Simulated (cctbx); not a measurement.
## Resonant diffraction in TbYbDyBiS6

Space group P2_1/m (no. 11), a = 11.0490 Å, b = 4.2060 Å, c = 11.6250 Å, α = 90.00°, β = 104.39°, γ = 90.00°.

| atom | mult. | x | y | z | Ueq (Å²) |
| --- | --- | --- | --- | --- | --- |
| Bi1 | 2 | 0.6781 | 3/4 | 0.5853 | 0.0106 |
| Yb1 | 2 | 0.9486 | 3/4 | 0.3523 | 0.0120 |
| Dy1 | 2 | 0.8365 | 1/4 | 0.9653 | 0.0108 |
| Tb1 | 2 | 0.5323 | 3/4 | 0.1788 | 0.0141 |
| S1 | 2 | 0.7233 | 1/4 | 0.2696 | 0.0265 |
| S2 | 2 | 0.1008 | 1/4 | 0.4297 | 0.0215 |
| S3 | 2 | 0.6962 | 1/4 | 0.7416 | 0.0095 |
| S4 | 2 | 0.9465 | 3/4 | 0.1007 | 0.0189 |
| S5 | 2 | 0.6004 | 1/4 | 0.3836 | 0.0162 |
| S6 | 2 | 0.6339 | 3/4 | 0.9684 | 0.0220 |

This is a model crystal, built by substitution and not relaxed, with assumed displacement parameters.

Calculated with cctbx: free-atom f′ and f″ from the Sasaki tables, no fine structure; amplitudes in electrons.

| E (eV) | F 2 0 2 | F 0 1 2 | F 0 0 1 | F 1 1 0 |
| --- | --- | --- | --- | --- |
| 12819 | 293.5 | 194.1 | 27.6 | 59.2 |
| 13169 | 290.8 | 190.9 | 24.7 | 56.2 |
| 13299 | 288.4 | 188.4 | 22.4 | 53.8 |
| 13359 | 285.9 | 186.1 | 20.1 | 51.4 |
| 13389 | 283.4 | 183.8 | 17.8 | 49.0 |
| 13404 | 280.9 | 181.5 | 15.6 | 46.7 |
| 13411 | 278.7 | 179.4 | 13.6 | 44.6 |
| 13415 | 276.3 | 177.2 | 11.4 | 42.4 |
| 13423 | 277.4 | 177.2 | 13.6 | 43.7 |
| 13427 | 280.3 | 179.8 | 15.7 | 46.3 |
| 13434 | 282.8 | 182.0 | 17.6 | 48.5 |
| 13449 | 285.4 | 184.4 | 19.7 | 50.9 |
| 13479 | 288.1 | 186.8 | 21.9 | 53.2 |
| 13569 | 291.6 | 189.9 | 24.8 | 56.4 |
| 13819 | 295.4 | 192.9 | 27.8 | 59.6 |

**Question.** Which edge is crossed, and why do the reflections move as they do?

The L3 edge of Bi. The edge is at 13419 eV. f′ of Bi falls from -12.2 e at 13299 eV to -18.6 e at 4 eV below it, and f″ steps from 3.96 to 10.11 e across it. Over that approach |F| changes by -4 % (2 0 2), -6 % (0 1 2), -49 % (0 0 1) and -21 % (1 1 0): a reflection falls where Bi scatters in phase with the total and rises where it scatters against it; it hardly moves where the Bi term is small or cancels by symmetry. Above the edge the larger f″ enters the imaginary part, where it can add to or cancel the other atoms' f″. The structure is centrosymmetric, so Friedel mates stay equal.
